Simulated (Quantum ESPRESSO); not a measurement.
# Dipole at the next field: puckered SnSe, 1 layer

Method. Quantum ESPRESSO 7.5, LDA, GBRV ultrasoft; sawtooth field along the normal with dipole correction, ions clamped, threshold 1e-9 Ry; cell area 18.951 Å².

```tsv
field (V/Å)	dipole (e Å a cell)
0	0.00004
0.1	0.05698
0.2	0.11397
```

To predict: What is the dipole at 0.3 V/Å, and what electrostatic thickness 4πα/A follows from the rows?

By hand: The slope is (0.11397 − (0.00004))/0.2 = 0.5696 e Å²/V, so 4πα/A = 180.95 × 0.5696/18.951 = 5.44 Å. Linear response gives p = 0.00004 + 0.5696 × (0.3) = 0.17094 e Å; a parabola through the three rows gives 0.17101.

What the calculation gave: p = 0.17103 e Å. The line misses by 0.1 % of the induced dipole and the parabola by 0.0 %. The response is linear over this range.

**Limits.** Electrons alone respond; local and semilocal functionals tend to overscreen.

[Logs are printed without paths, hosts, clocks, repeated set-up lines and the standing remarks that a program may print on its own settings, such as how far it seeks lower states.]
